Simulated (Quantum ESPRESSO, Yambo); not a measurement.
# WSe2 (P6_3/mmc): G0W0 in Yambo against the bands, part 2 of 2

How does the gap of WSe2 (P6_3/mmc) converge in the bands?

Yambo 5.3.0; PBE and many-body steps on it, plane waves. Known limits of the many-body steps: not at the basis limit; no spin-orbit coupling; coarse k mesh.

So far. Step 4 (121 bands): Against the run before, the gap moves by −0.020 eV.

The database entry behind the starting cell differs from later determinations by our own check (a about 0.2 % long), so it need not match the best structure at ambient conditions.

### Step 5. 171 bands

Level of this step: G0W0 on PBE, plane waves, norm-conserving pseudopotentials (Yambo).

The input, gw4.in:

```
HF_and_locXC
gw0
dyson
ppa
em1d
rim_cut
RandQpts= 1000000
RandGvec= 1 RL
EXXRLvcs= 104 Ry
VXCRLvcs= 416 Ry
Chimod= "HARTREE"
% BndsRnXp
 1 | 171 |
%
NGsBlkXp= 6.5 Ry
% LongDrXp
 1 | 1 | 1 |
%
% GbndRnge
 1 | 171 |
%
DysSolver= "n"
ExtendOut
PPAPntXp= 27.21138 eV
% QPkrange
 1 | 1 | 61 | 64 |
 5 | 5 | 61 | 64 |
 7 | 7 | 61 | 64 |
%
```

Run with:

```
$ OMP_NUM_THREADS=2 mpirun -n 4 yambo -F gw4.in -J gw4 -C gw4 > gw4.log
```

The log of the run:

```text
 Yambo, version 5.3.0

 [02] CORE Variables Setup
 =========================

  [... cell, symmetries and grids as in the set-up ...]

  [02.05] Energies & Occupations
  ==============================

  [X] === General ===
  [X] Electronic Temperature                        :  0.000000  0.000000 [eV K]
  [X] Bosonic    Temperature                        :  0.000000  0.000000 [eV K]
  [X] Finite Temperature mode                       : no
  [X] El. density                                   :  0.10199E+25 [cm-3]
[...]
QP @ state[ 2 ] b range                          :   61   64
   QP @ state[ 3 ] K range                          :   7   7
   QP @ state[ 3 ] b range                          :   61   64
   GF energies kind                                 : Perdew, Burke & Ernzerhof(X)+Perdew, Burke & Ernzerhof(C)
   GF WF`s kind                                     : Perdew, Burke & Ernzerhof(X)+Perdew, Burke & Ernzerhof(C)
   Xs energies kind                                 : Perdew, Burke & Ernzerhof(X)+Perdew, Burke & Ernzerhof(C)
   Xs WF`s kind                                     : Perdew, Burke & Ernzerhof(X)+Perdew, Burke & Ernzerhof(C)

 [11] Game Over & Game summary
```

Run time: 4.4 min. Hardware: 4 MPI ranks of Arm Neoverse V2, shared host; peak memory 6.4 GiB.

This step gave:

```yaml
g0w0_gap_on_the_points_computed: 1.180 eV
starting_gap_on_the_mesh: 0.9791 eV
k_of_the_valence_top: 0, 0, 0
k_of_the_conduction_bottom: 0.1667, 0.1667, 0
least_direct_g0w0_gap_on_the_computed_points: 2.004 eV
```

Against the run before, the gap moves by +0.009 eV.

### Step 6. 230 bands

gw5.in, as its differences from gw4.in of step 5:

```diff
@@ -12,3 +12,3 @@
 % BndsRnXp
- 1 | 171 |
+ 1 | 230 |
 %
@@ -19,3 +19,3 @@
 % GbndRnge
- 1 | 171 |
+ 1 | 230 |
 %
```

Run with:

```
$ OMP_NUM_THREADS=2 mpirun -n 4 yambo -F gw5.in -J gw5 -C gw5 > gw5.log
```

The log of the run:

```text
 Yambo, version 5.3.0

 [02] CORE Variables Setup
 =========================

  [... cell, symmetries and grids as in the set-up ...]

  [02.05] Energies & Occupations
  ==============================

  [X] === General ===
  [X] Electronic Temperature                        :  0.000000  0.000000 [eV K]
  [X] Bosonic    Temperature                        :  0.000000  0.000000 [eV K]
  [X] Finite Temperature mode                       : no
  [X] El. density                                   :  0.10199E+25 [cm-3]
[...]
QP @ state[ 2 ] b range                          :   61   64
   QP @ state[ 3 ] K range                          :   7   7
   QP @ state[ 3 ] b range                          :   61   64
   GF energies kind                                 : Perdew, Burke & Ernzerhof(X)+Perdew, Burke & Ernzerhof(C)
   GF WF`s kind                                     : Perdew, Burke & Ernzerhof(X)+Perdew, Burke & Ernzerhof(C)
   Xs energies kind                                 : Perdew, Burke & Ernzerhof(X)+Perdew, Burke & Ernzerhof(C)
   Xs WF`s kind                                     : Perdew, Burke & Ernzerhof(X)+Perdew, Burke & Ernzerhof(C)

 [11] Game Over & Game summary
```

Wall time 6.5 min (4 MPI ranks); peak memory 6.2 GiB; 42 min of CPU time.

This step gave:

| Item | Value |
| --- | --- |
| G0W0 gap on the points computed | 1.195 eV |
| starting gap on the mesh | 0.9791 eV |
| k of the valence top | 0, 0, 0 |
| k of the conduction bottom | 0.1667, 0.1667, 0 |
| least direct G0W0 gap on the computed points | 1.978 eV |

Against the run before, the gap moves by +0.015 eV.

### Step 7. 297 bands

gw6.in, as its differences from gw5.in of step 6:

```diff
@@ -12,3 +12,3 @@
 % BndsRnXp
- 1 | 230 |
+ 1 | 297 |
 %
@@ -19,3 +19,3 @@
 % GbndRnge
- 1 | 230 |
+ 1 | 297 |
 %
```

Run with:

```
$ OMP_NUM_THREADS=2 mpirun -n 4 yambo -F gw6.in -J gw6 -C gw6 > gw6.log
```

The log of the run:

```text
 Yambo, version 5.3.0

 [02] CORE Variables Setup
 =========================

  [... cell, symmetries and grids as in the set-up ...]

  [02.05] Energies & Occupations
  ==============================

  [X] === General ===
  [X] Electronic Temperature                        :  0.000000  0.000000 [eV K]
  [X] Bosonic    Temperature                        :  0.000000  0.000000 [eV K]
  [X] Finite Temperature mode                       : no
  [X] El. density                                   :  0.10199E+25 [cm-3]
[...]
QP @ state[ 2 ] b range                          :   61   64
   QP @ state[ 3 ] K range                          :   7   7
   QP @ state[ 3 ] b range                          :   61   64
   GF energies kind                                 : Perdew, Burke & Ernzerhof(X)+Perdew, Burke & Ernzerhof(C)
   GF WF`s kind                                     : Perdew, Burke & Ernzerhof(X)+Perdew, Burke & Ernzerhof(C)
   Xs energies kind                                 : Perdew, Burke & Ernzerhof(X)+Perdew, Burke & Ernzerhof(C)
   Xs WF`s kind                                     : Perdew, Burke & Ernzerhof(X)+Perdew, Burke & Ernzerhof(C)

 [11] Game Over & Game summary
```

It took 9.1 min on 4 MPI ranks; peak memory 6.2 GiB.

Numbers from this step:

- G0W0 gap on the points computed: 1.209 eV
- starting gap on the mesh: 0.9791 eV
- k of the valence top: 0, 0, 0
- k of the conduction bottom: 0.1667, 0.1667, 0
- least direct G0W0 gap on the computed points: 1.960 eV

Against the run before, the gap moves by +0.014 eV.

### Step 8. The runs together

Times are wall times on 4 MPI ranks of Arm Neoverse V2, shared host, good to a factor of about two.

```csv
run,mesh,bands,screening cutoff (eV),DFT gap (eV),gap on the mesh (eV),direct (eV),time
75 bands,6×6×1,75,88.4,0.979,1.301,2.127,72 s
91 bands,6×6×1,91,88.4,0.979,1.191,2.066,1.7 min
121 bands,6×6×1,121,88.4,0.979,1.171,2.038,2.8 min
171 bands,6×6×1,171,88.4,0.979,1.180,2.004,4.4 min
230 bands,6×6×1,230,88.4,0.979,1.195,1.978,6.5 min
297 bands,6×6×1,297,88.4,0.979,1.209,1.960,9.1 min
```

### Step 9. Outcome

- 75 bands: 1.301 eV
- 91 bands: 1.191 eV
- 121 bands: 1.171 eV
- 171 bands: 1.180 eV
- 230 bands: 1.195 eV
- 297 bands: 1.209 eV
- known limits: not at the basis limit; no spin-orbit coupling; coarse k mesh

What this shows: The setting moved: bands. From 75 bands to 297 bands the gap moves by −0.09 eV, for 7.6 times the time, not steadily: it passes through 1.17 eV. The last step still moves it by +0.014 eV. Bands and screening cutoff are coupled, so a series along one setting does not show full convergence. Bands and cutoff are finite, so the gap is not at the basis limit. The miss can reach some tenths of an eV and take either sign; the mesh is an error of its own. In the G0W0 runs levels were corrected at 3 k points alone, so a gap called «on the mesh» is the least over those, and an edge elsewhere would be missed. The 6×6×1 mesh is coarse for this cell, which bears on the long-range parts of exchange and screening. The many-body steps are scalar-relativistic: spin-orbit coupling is not in them.

[Paths, hosts, dates, memory and timing lines, banners, echoed tables and standing remarks are left out of the program output.]

[Logs are printed without paths, hosts, clocks, repeated set-up lines and the standing remarks that a program may print on its own settings, such as how far it seeks lower states.]

[Runs of the session that timed out or met a known fault of the program may be left out.]

[Hosts, paths, dates, database ids (printed as entryN), source tags and the programs' standing remarks are cut or masked in the printed files.]
